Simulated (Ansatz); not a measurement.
# DyPd3: which shell does photoemission see at 21.2 and 250 eV? (LDA)

The valence band of DyPd3 mixes several shells. Work out by hand which one leads the spectrum's area at each photon energy.

Filled states come from the projected DOS of Ansatz 0.2.0 (LDA+U, plane waves); cross sections σ and asymmetry parameters β are those of free atoms in a Dirac–Hartree–Slater calculation. A shell's area is states × σ × angular factor, which is 1 − β·P₂(cos θ)/2 for unpolarised light, with θ = 54.7° from the beam and P₂ = 0.001.

**At 21.2 eV** (states counted from 11.2 eV below the zero; other shells add 0.07 to the products' sum of 84.5):

```
shell  filled states a cell  cross section (Mb an electron)      β  angular factor  product  share by hand (%)  share in the simulated spectrum (%)
Dy 5d                  2.91                            2.41   0.62            1.00     7.02                  8                                    8
Dy 4f                  9.05                           0.144   1.69            1.00      1.3                  2                                    2
Pd 4d                 27.97                            2.72  -0.03            1.00     76.1                 90                                   90
```

**At 250 eV** (states counted from 24.6 eV below the zero; other shells add 0.11 to the products' sum of 4.73):

| shell | filled states a cell | cross section (Mb an electron) | β | angular factor | product | share by hand (%) | share in the simulated spectrum (%) |
| --- | --- | --- | --- | --- | --- | --- | --- |
| Dy 5d | 2.94 | 0.00371 | -0.08 | 1.00 | 0.0109 | 0 | 0 |
| Dy 4f | 9.05 | 0.352 | 0.57 | 1.00 | 3.18 | 67 | 67 |
| Pd 4d | 28.04 | 0.0508 | 0.75 | 1.00 | 1.42 | 30 | 30 |

Pd 4d leads at 21.2 eV and Dy 4f at 250 eV. Between the two energies σ of Pd 4d changes by a factor 0.019 and that of Dy 4f by 2.4, so their ratio moves 131-fold in favour of the second. The simulated spectrum uses the same rule on the energy-resolved DOS, so the two share columns agree within a few points.

Only crystals where the two columns agree within 4 points and the lead is clear are worked in this form. Free-atom cross sections ignore the solid's final states, no escape depth or background enters, and the count of states a shell hangs on the projection.

[Logs are printed without paths, hosts, clocks, repeated set-up lines and the standing remarks that a program may print on its own settings, such as how far it seeks lower states.]
